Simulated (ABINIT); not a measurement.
# Beyond one shot: CdF2 (Fm-3m), part 2 of 3

Wanted: G0W0 and self-consistent gaps of CdF2 (Fm-3m), with the cost of the cycles.

ABINIT 10.8.3; PBE and many-body steps on it, plane waves. Known limits of the many-body steps: not at the basis limit; d shell near the gap, gap tends to lie low; no spin-orbit coupling; coarse k mesh.

So far. Step 5 (evGW0, cycle 1): Against G0W0 in ABINIT (4×4×4 mesh, 119 bands, screening to 163.3 eV, Godby-Needs plasmon pole), the gap moves by +0.446 eV. This first cycle still uses the starting levels; it takes the full correction, at all points of the mesh, and its linearised value is 5.311 eV. Step 6 (evGW0, cycle 2): Against the cycle before, the gap moves by −0.038 eV.

## Step 7: evGW0, cycle 3

Level of this step: evGW0 on PBE, plane waves, norm-conserving pseudopotentials (ABINIT).

Contents of run.abi:

```
acell 3*1.0 Angstrom
rprim 
  0.000000000000 2.694000000000 2.694000000000
  2.694000000000 -0.000000000000 2.694000000000
  2.694000000000 2.694000000000 -0.000000000000
ntypat 2
znucl 48 9
natom 3
typat 1 2 2
xred 
  0.000000000000 0.000000000000 0.000000000000
  0.250000000000 0.250000000000 0.250000000000
  0.750000000000 0.750000000000 0.750000000000
pp_dirpath "pseudos"
pseudos "Cd.upf, F.upf"
ecut 47
ngkpt 4 4 4
nshiftk 1
shiftk 0 0 0
kptopt 1
chksymbreak 0
istwfk *1
occopt 1
irdwfk 1
optdriver 4
nband 119
gwcalctyp 10
ecutsigx 47
symsigma 1
nkptgw 8
kptgw 
  0.0000000000 0.0000000000 0.0000000000
  0.2500000000 0.0000000000 0.0000000000
  0.5000000000 0.0000000000 0.0000000000
  0.2500000000 0.2500000000 0.0000000000
  0.5000000000 0.2500000000 0.0000000000
  -0.2500000000 0.2500000000 0.0000000000
  0.5000000000 0.5000000000 0.0000000000
  -0.2500000000 0.5000000000 0.2500000000
bdgw 
  7 27
  7 27
  7 27
  7 27
  7 27
  7 27
  7 27
  7 27
ecuteps 6
irdscr 1
ppmodel 1
irdqps 1
indata_prefix "in"
outdata_prefix "out"
tmpdata_prefix "tmp"
```

Started as:

```bash
$ OMP_NUM_THREADS=1 mpirun -n 4 abinit run.abi > log
```

The log of the run:

```text
.Version 10.8.3 of ABINIT. v10.8.2 released Aug 2026.

 Symmetries : space group Fm -3 m (#225); Bravais cF (face-center cubic)
[... echo of the input left out ...]
== DATASET  1 ==================================================================
-   mpi_nproc: 4, omp_nthreads: 1 (-1 if OMP is not activated)

--- !DatasetInfo
iteration_state: {dtset: 1, }
dimensions: {natom: 3, nkpt: 8, mband: 119, nsppol: 1, nspinor: 1, nspden: 1, mpw: 4092, }
cutoff_energies: {ecut:  47.0, pawecutdg:  -1.0, }
[...]
.  kptgw no:  3; Maximum DeltaE = (   0.001   0.000) for band index: 19
[...]
.  kptgw no:  7; Maximum DeltaE = (  -0.004   0.000) for band index: 20
.  kptgw no:  8; Maximum DeltaE = (   0.015  -0.000) for band index: 18

== END DATASET(S) ==============================================================
================================================================================

 -outvars: echo values of variables after computation  --------
           etotal      0.0000000000E+00
            nband         119
             nkpt           8
          spgroup         225
 [... the other variables as echoed above ...]

 Calculation completed.
```

Run time: 3.1 min. Hardware: 4 MPI ranks of Arm Neoverse V1, shared host; peak memory 1.9 GiB.

Numbers from this step:

```
quasiparticle gap on the mesh                         : 5.709 eV
gap of the density functional on the mesh             : 3.124 eV
k of the valence top                                  : -0.25, 0.5, 0.25
k of the conduction bottom                            : 0, 0, 0
least direct quasiparticle gap on the computed points : 6.473 eV
```

Against the cycle before, the gap moves by −0.010 eV.

## Step 8: evGW0, cycle 4

run.abi is that of step 7.

The log of the run:

```text
.Version 10.8.3 of ABINIT. v10.8.2 released Aug 2026.

 Symmetries : space group Fm -3 m (#225); Bravais cF (face-center cubic)
[... echo of the input left out ...]
== DATASET  1 ==================================================================
-   mpi_nproc: 4, omp_nthreads: 1 (-1 if OMP is not activated)

--- !DatasetInfo
iteration_state: {dtset: 1, }
dimensions: {natom: 3, nkpt: 8, mband: 119, nsppol: 1, nspinor: 1, nspden: 1, mpw: 4092, }
cutoff_energies: {ecut:  47.0, pawecutdg:  -1.0, }
[...]
.  kptgw no:  3; Maximum DeltaE = (   0.000   0.000) for band index: 19
[...]
.  kptgw no:  7; Maximum DeltaE = (   0.002   0.006) for band index: 19
.  kptgw no:  8; Maximum DeltaE = (  -0.001  -0.000) for band index: 18

== END DATASET(S) ==============================================================
================================================================================

 -outvars: echo values of variables after computation  --------
           etotal      0.0000000000E+00
            nband         119
             nkpt           8
          spgroup         225
 [... the other variables as echoed above ...]

 Calculation completed.
```

The job ended after 3.1 min (4 MPI ranks; peak memory 1.7 GiB).

This step gave:

| Quantity | Value |
| --- | --- |
| quasiparticle gap on the mesh | 5.711 eV |
| gap of the density functional on the mesh | 3.124 eV |
| k of the valence top | -0.25, 0.5, 0.25 |
| k of the conduction bottom | 0, 0, 0 |
| least direct quasiparticle gap on the computed points | 6.474 eV |

Against the cycle before, the gap moves by +0.002 eV.

## Step 9: Screening, 4×4×4 mesh, 119 bands, screening to 163.3 eV

This step: RPA screening on PBE, plane waves, norm-conserving pseudopotentials.

Contents of run.abi:

```
acell 3*1.0 Angstrom
rprim 
  0.000000000000 2.694000000000 2.694000000000
  2.694000000000 -0.000000000000 2.694000000000
  2.694000000000 2.694000000000 -0.000000000000
ntypat 2
znucl 48 9
natom 3
typat 1 2 2
xred 
  0.000000000000 0.000000000000 0.000000000000
  0.250000000000 0.250000000000 0.250000000000
  0.750000000000 0.750000000000 0.750000000000
pp_dirpath "pseudos"
pseudos "Cd.upf, F.upf"
ecut 47
ngkpt 4 4 4
nshiftk 1
shiftk 0 0 0
kptopt 1
chksymbreak 0
istwfk *1
occopt 1
irdwfk 1
optdriver 3
nband 119
ecuteps 6
inclvkb 2
awtr 1
symchi 1
gwcalctyp 10
mbpt_sciss 3.375 eV
nqptdm 1
qptdm 
  0 0 0
indata_prefix "in"
outdata_prefix "out"
tmpdata_prefix "tmp"
```

The log of the run:

```text
.Version 10.8.3 of ABINIT. v10.8.2 released Aug 2026.

 Symmetries : space group Fm -3 m (#225); Bravais cF (face-center cubic)
[... echo of the input left out ...]
== DATASET  1 ==================================================================
-   mpi_nproc: 4, omp_nthreads: 1 (-1 if OMP is not activated)

--- !DatasetInfo
iteration_state: {dtset: 1, }
dimensions: {natom: 3, nkpt: 8, mband: 119, nsppol: 1, nspinor: 1, nspden: 1, mpw: 4092, }
cutoff_energies: {ecut:  47.0, pawecutdg:  -1.0, }
electrons: {nelect:   3.40000000E+01, charge:   0.00000000E+00, occopt:   1.00000000E+00, tsmear:   1.00000000E-02, }

 SCREENING: Calculation of the susceptibility and dielectric matrices

 Based on a program developped by R.W. Godby, V. Olevano, G. Onida, and L. Reining.
 Incorporated in ABINIT by V. Olevano, G.-M. Rignanese, and M. Torrent.
.Using double precision arithmetic ; gwpc =  8

[... cell and pseudopotentials left out ...]
--------------------------------------------------------------------------------

 ==== K-mesh for the wavefunctions ====
 Number of points in the irreducible wedge :     8
[... list of points left out ...]
 Together with 48 symmetry operations and time-reversal symmetry
 yields    64 points in the full Brillouin Zone.

 ==== Q-mesh for the screening function ====
 Number of points in the irreducible wedge :     8
[... list of points left out ...]
 Together with 48 symmetry operations and time-reversal symmetry
 yields    64 points in the full Brillouin Zone.

 setmesh: FFT mesh size selected  =    30x   30x   30
          total number of points  =        27000

 vcoul_init : cutoff-mode = AUXILIARY_FUNCTION
 q-points for optical limit:   1
     1)      0.000010    0.000020    0.000030

 Dielectric matrix will be calculated only for some
 selected q points provided by the user through the input variables
 nqptdm and qptdm

- screening: taking advantage of time-reversal symmetry
- Maximum band index for partially occupied states nbvw = 17
- Remaining bands to be divided among processors   nbcw = 102
- Number of bands treated by each node ~25

 rdqps: reading QP wavefunctions of the previous step
        looking for file in_QPS
 file not found, 1st iteration initialized with KS eigenelements

 screening : performing a first self-consistency
 update of the energies in W by a scissor operator
 applying a scissor operator of [eV] :   3.375

 Number of electrons calculated from density =   34.0000; Expected =   34.0000
 average of density, n =  0.128843
 r_s =    1.2282
 omega_plasma =   34.6246 [eV]

 calculating chi0 at frequencies [eV] :
  1    0.000000E+00    0.000000E+00
  2    0.000000E+00    3.462465E+01

--------------------------------------------------------------------------------
  q-point number  1        q = ( 0.000000, 0.000000, 0.000000) [r.l.u.]
--------------------------------------------------------------------------------
[... chi0 elements left out ...]
 For q-point:  0.000010 0.000020 0.000030
  dielectric constant =   2.3605
  dielectric constant without local fields =   2.4874

  Average fulfillment of the sum rule on Im[epsilon] for q-point    1 :     68.76  [%]
[... wings left out ...]
== END DATASET(S) ==============================================================
================================================================================

 -outvars: echo values of variables after computation  --------
           etotal      0.0000000000E+00
            nband         119
             nkpt           8
          spgroup         225
 [... the other variables as echoed above ...]

 Calculation completed.
```

It took 9.6 s on 4 MPI ranks; peak memory 1 GiB.

This step gave:

```yaml
eps_infinity_with_local_fields_on_this_mesh_along_the_program_s_q_direction: 2.361
the_same_without_local_fields: 2.487
plasma_frequency: 34.62 eV
plane_waves_in_the_screening_matrix: 169
```

This screening uses the functional's bands under a rigid shift, the mean opening of the cycle before.

## Step 10: Screening, 4×4×4 mesh, 119 bands, screening to 163.3 eV

This step: RPA screening on PBE from quasiparticle energies, plane waves, norm-conserving pseudopotentials.

run.abi, as its differences from that of step 9:

```diff
@@ -30,7 +30,13 @@
 symchi 1
+irdqps 1
 gwcalctyp 10
-mbpt_sciss 3.375 eV
-nqptdm 1
+nqptdm 7
 qptdm 
-  0 0 0
+  0.2500000000 0.0000000000 0.0000000000
+  0.5000000000 0.0000000000 0.0000000000
+  0.2500000000 0.2500000000 0.0000000000
+  0.5000000000 0.2500000000 0.0000000000
+  -0.2500000000 0.2500000000 0.0000000000
+  0.5000000000 0.5000000000 0.0000000000
+  -0.2500000000 0.5000000000 0.2500000000
 indata_prefix "in"
```

Contents of mrgscr.stdin:

```
2
merged
q0_SCR
out_SCR
1
```

Started as:

```bash
$ OMP_NUM_THREADS=1 mpirun -n 4 abinit run.abi > log; mrgscr < mrgscr.stdin
```

The log of the run:

```text
.Version 10.8.3 of ABINIT. v10.8.2 released Aug 2026.

 Symmetries : space group Fm -3 m (#225); Bravais cF (face-center cubic)
[... echo of the input left out ...]
== DATASET  1 ==================================================================
-   mpi_nproc: 4, omp_nthreads: 1 (-1 if OMP is not activated)

--- !DatasetInfo
iteration_state: {dtset: 1, }
dimensions: {natom: 3, nkpt: 8, mband: 119, nsppol: 1, nspinor: 1, nspden: 1, mpw: 4092, }
cutoff_energies: {ecut:  47.0, pawecutdg:  -1.0, }
[...]
q-point number  1        q = ( 0.250000, 0.000000, 0.000000) [r.l.u.]
--------------------------------------------------------------------------------
[... chi0 elements left out ...]
  Average fulfillment of the sum rule on Im[epsilon] for q-point    2 :     83.09  [%]

--------------------------------------------------------------------------------
  q-point number  2        q = ( 0.500000, 0.000000, 0.000000) [r.l.u.]
--------------------------------------------------------------------------------
[... chi0 elements left out ...]
  Average fulfillment of the sum rule on Im[epsilon] for q-point    3 :     76.56  [%]

 [... 5 further q-points ...]
```

The job ended after 35 s (4 MPI ranks; peak memory 0.97 GiB).

Numbers from this step:

* plasma frequency: 34.62 eV
* plane waves in the screening matrix: 169

This screening reads the quasiparticle levels of the cycle before.

## Step 11: evGW, cycle 1

This step: evGW on PBE, plane waves, norm-conserving pseudopotentials.

run.abi, as its differences from that of step 10:

```diff
@@ -24,12 +24,10 @@
 irdwfk 1
-optdriver 3
+optdriver 4
 nband 119
-ecuteps 6
-inclvkb 2
-awtr 1
-symchi 1
-irdqps 1
 gwcalctyp 10
-nqptdm 7
-qptdm 
+ecutsigx 47
+symsigma 1
+nkptgw 8
+kptgw 
+  0.0000000000 0.0000000000 0.0000000000
   0.2500000000 0.0000000000 0.0000000000
@@ -41,2 +39,15 @@
   -0.2500000000 0.5000000000 0.2500000000
+bdgw 
+  7 27
+  7 27
+  7 27
+  7 27
+  7 27
+  7 27
+  7 27
+  7 27
+ecuteps 6
+irdscr 1
+ppmodel 1
+irdqps 1
 indata_prefix "in"
```

Started as:

```bash
$ OMP_NUM_THREADS=1 mpirun -n 4 abinit run.abi > log
```

The log of the run:

```text
.Version 10.8.3 of ABINIT. v10.8.2 released Aug 2026.

 Symmetries : space group Fm -3 m (#225); Bravais cF (face-center cubic)
[... echo of the input left out ...]
== DATASET  1 ==================================================================
-   mpi_nproc: 4, omp_nthreads: 1 (-1 if OMP is not activated)

--- !DatasetInfo
iteration_state: {dtset: 1, }
dimensions: {natom: 3, nkpt: 8, mband: 119, nsppol: 1, nspinor: 1, nspden: 1, mpw: 4092, }
cutoff_energies: {ecut:  47.0, pawecutdg:  -1.0, }
[...]
.  kptgw no:  3; Maximum DeltaE = (  -0.436   0.008) for band index:  7
[...]
.  kptgw no:  7; Maximum DeltaE = (   0.356  -0.003) for band index: 21
.  kptgw no:  8; Maximum DeltaE = (   0.613   0.013) for band index:  6

== END DATASET(S) ==============================================================
================================================================================

 -outvars: echo values of variables after computation  --------
           etotal      0.0000000000E+00
            nband         119
             nkpt           8
          spgroup         225
 [... the other variables as echoed above ...]

 Calculation completed.
```

The job ended after 3 min (4 MPI ranks; peak memory 1.7 GiB; 12 min of CPU time).

This step gave:

| Item | Value |
| --- | --- |
| quasiparticle gap on the mesh | 6.449 eV |
| gap of the density functional on the mesh | 3.124 eV |
| k of the valence top | -0.25, 0.5, 0.25 |
| k of the conduction bottom | 0, 0, 0 |
| least direct quasiparticle gap on the computed points | 7.206 eV |

Against G0W0 in ABINIT (4×4×4 mesh, 119 bands, screening to 163.3 eV, Godby-Needs plasmon pole), the gap moves by +1.138 eV.

## Step 12: Screening, 4×4×4 mesh, 119 bands, screening to 163.3 eV

This step: RPA screening on PBE, plane waves, norm-conserving pseudopotentials.

Contents of run.abi:

```
acell 3*1.0 Angstrom
rprim 
  0.000000000000 2.694000000000 2.694000000000
  2.694000000000 -0.000000000000 2.694000000000
  2.694000000000 2.694000000000 -0.000000000000
ntypat 2
znucl 48 9
natom 3
typat 1 2 2
xred 
  0.000000000000 0.000000000000 0.000000000000
  0.250000000000 0.250000000000 0.250000000000
  0.750000000000 0.750000000000 0.750000000000
pp_dirpath "pseudos"
pseudos "Cd.upf, F.upf"
ecut 47
ngkpt 4 4 4
nshiftk 1
shiftk 0 0 0
kptopt 1
chksymbreak 0
istwfk *1
occopt 1
irdwfk 1
optdriver 3
nband 119
ecuteps 6
inclvkb 2
awtr 1
symchi 1
gwcalctyp 10
mbpt_sciss 4.146 eV
nqptdm 1
qptdm 
  0 0 0
indata_prefix "in"
outdata_prefix "out"
tmpdata_prefix "tmp"
```

The log of the run:

```text
.Version 10.8.3 of ABINIT. v10.8.2 released Aug 2026.

 Symmetries : space group Fm -3 m (#225); Bravais cF (face-center cubic)
[... echo of the input left out ...]
== DATASET  1 ==================================================================
-   mpi_nproc: 4, omp_nthreads: 1 (-1 if OMP is not activated)

--- !DatasetInfo
iteration_state: {dtset: 1, }
dimensions: {natom: 3, nkpt: 8, mband: 119, nsppol: 1, nspinor: 1, nspden: 1, mpw: 4092, }
cutoff_energies: {ecut:  47.0, pawecutdg:  -1.0, }
[...]
[... chi0 elements left out ...]
 For q-point:  0.000010 0.000020 0.000030
  dielectric constant =   2.2989
  dielectric constant without local fields =   2.4205

  Average fulfillment of the sum rule on Im[epsilon] for q-point    1 :     69.71  [%]
[... wings left out ...]
== END DATASET(S) ==============================================================
================================================================================

 -outvars: echo values of variables after computation  --------
           etotal      0.0000000000E+00
            nband         119
             nkpt           8
          spgroup         225
 [... the other variables as echoed above ...]

 Calculation completed.
```

Wall time 9.8 s (4 MPI ranks); peak memory 1 GiB; 39 s of CPU time.

This step gave:

* ε∞ with local fields, on this mesh, along the program's q direction: 2.299
* the same without local fields: 2.421
* plasma frequency: 34.62 eV
* plane waves in the screening matrix: 169

This screening uses the functional's bands under a rigid shift, the mean opening of the cycle before.

## Step 13: Screening, 4×4×4 mesh, 119 bands, screening to 163.3 eV

This step: RPA screening on PBE from quasiparticle energies, plane waves, norm-conserving pseudopotentials.

run.abi, as its differences from that of step 12:

```diff
@@ -30,7 +30,13 @@
 symchi 1
+irdqps 1
 gwcalctyp 10
-mbpt_sciss 4.146 eV
-nqptdm 1
+nqptdm 7
 qptdm 
-  0 0 0
+  0.2500000000 0.0000000000 0.0000000000
+  0.5000000000 0.0000000000 0.0000000000
+  0.2500000000 0.2500000000 0.0000000000
+  0.5000000000 0.2500000000 0.0000000000
+  -0.2500000000 0.2500000000 0.0000000000
+  0.5000000000 0.5000000000 0.0000000000
+  -0.2500000000 0.5000000000 0.2500000000
 indata_prefix "in"
```

mrgscr.stdin is that of step 10.

Started as:

```bash
$ OMP_NUM_THREADS=1 mpirun -n 4 abinit run.abi > log; mrgscr < mrgscr.stdin
```

The log of the run:

```text
.Version 10.8.3 of ABINIT. v10.8.2 released Aug 2026.

 Symmetries : space group Fm -3 m (#225); Bravais cF (face-center cubic)
[... echo of the input left out ...]
== DATASET  1 ==================================================================
-   mpi_nproc: 4, omp_nthreads: 1 (-1 if OMP is not activated)

--- !DatasetInfo
iteration_state: {dtset: 1, }
dimensions: {natom: 3, nkpt: 8, mband: 119, nsppol: 1, nspinor: 1, nspden: 1, mpw: 4092, }
cutoff_energies: {ecut:  47.0, pawecutdg:  -1.0, }
[...]
q-point number  1        q = ( 0.250000, 0.000000, 0.000000) [r.l.u.]
--------------------------------------------------------------------------------
[... chi0 elements left out ...]
  Average fulfillment of the sum rule on Im[epsilon] for q-point    2 :     84.41  [%]

--------------------------------------------------------------------------------
  q-point number  2        q = ( 0.500000, 0.000000, 0.000000) [r.l.u.]
--------------------------------------------------------------------------------
[... chi0 elements left out ...]
  Average fulfillment of the sum rule on Im[epsilon] for q-point    3 :     77.54  [%]

 [... 5 further q-points ...]
```

Run time: 37 s. Hardware: 4 MPI ranks; peak memory 0.97 GiB.

This step gave:

```
plasma frequency                    : 34.62 eV
plane waves in the screening matrix : 169
```

This screening reads the quasiparticle levels of the cycle before.

## Step 14: evGW, cycle 2

This step: evGW on PBE, plane waves, norm-conserving pseudopotentials.

run.abi, as its differences from that of step 13:

```diff
@@ -24,12 +24,10 @@
 irdwfk 1
-optdriver 3
+optdriver 4
 nband 119
-ecuteps 6
-inclvkb 2
-awtr 1
-symchi 1
-irdqps 1
 gwcalctyp 10
-nqptdm 7
-qptdm 
+ecutsigx 47
+symsigma 1
+nkptgw 8
+kptgw 
+  0.0000000000 0.0000000000 0.0000000000
   0.2500000000 0.0000000000 0.0000000000
@@ -41,2 +39,15 @@
   -0.2500000000 0.5000000000 0.2500000000
+bdgw 
+  7 27
+  7 27
+  7 27
+  7 27
+  7 27
+  7 27
+  7 27
+  7 27
+ecuteps 6
+irdscr 1
+ppmodel 1
+irdqps 1
 indata_prefix "in"
```

Started as:

```bash
$ OMP_NUM_THREADS=1 mpirun -n 4 abinit run.abi > log
```

The log of the run:

```text
.Version 10.8.3 of ABINIT. v10.8.2 released Aug 2026.

 Symmetries : space group Fm -3 m (#225); Bravais cF (face-center cubic)
[... echo of the input left out ...]
== DATASET  1 ==================================================================
-   mpi_nproc: 4, omp_nthreads: 1 (-1 if OMP is not activated)

--- !DatasetInfo
iteration_state: {dtset: 1, }
dimensions: {natom: 3, nkpt: 8, mband: 119, nsppol: 1, nspinor: 1, nspden: 1, mpw: 4092, }
cutoff_energies: {ecut:  47.0, pawecutdg:  -1.0, }
[...]
.  kptgw no:  3; Maximum DeltaE = (   0.048  -0.000) for band index: 20
[...]
.  kptgw no:  7; Maximum DeltaE = (  -0.067  -0.000) for band index:  7
.  kptgw no:  8; Maximum DeltaE = (   0.005  -0.001) for band index:  2

== END DATASET(S) ==============================================================
================================================================================

 -outvars: echo values of variables after computation  --------
           etotal      0.0000000000E+00
            nband         119
             nkpt           8
          spgroup         225
 [... the other variables as echoed above ...]

 Calculation completed.
```

Elapsed: 3.1 min, on 4 MPI ranks; peak memory 1.8 GiB; 12 min of CPU time.

Numbers from this step:

```
quasiparticle gap on the mesh                         : 6.569 eV
gap of the density functional on the mesh             : 3.124 eV
k of the valence top                                  : -0.25, 0.5, 0.25
k of the conduction bottom                            : 0, 0, 0
least direct quasiparticle gap on the computed points : 7.327 eV
```

Against the cycle before, the gap moves by +0.120 eV.

[end of part 2 of 3]

[Paths, hosts, dates, memory and timing lines, banners, echoed tables and standing remarks are left out of the program output.]

[Logs are printed without paths, hosts, clocks, repeated set-up lines and the standing remarks that a program may print on its own settings, such as how far it seeks lower states.]

[Runs of the session that timed out or met a known fault of the program may be left out.]

[Hosts, paths, dates, database ids (printed as entryN), source tags and the programs' standing remarks are cut or masked in the printed files.]

[G0W0 gaps are taken among the corrected bands and points alone; a level outside them can change the order at an edge.]

[Where Ansatz stands beside ABINIT at settings called matched, ABINIT's density can come from a denser mesh and the files from another edition; pairs whose starting gaps differed by over 0.03 eV were left out, so agreement reads better than it is.]
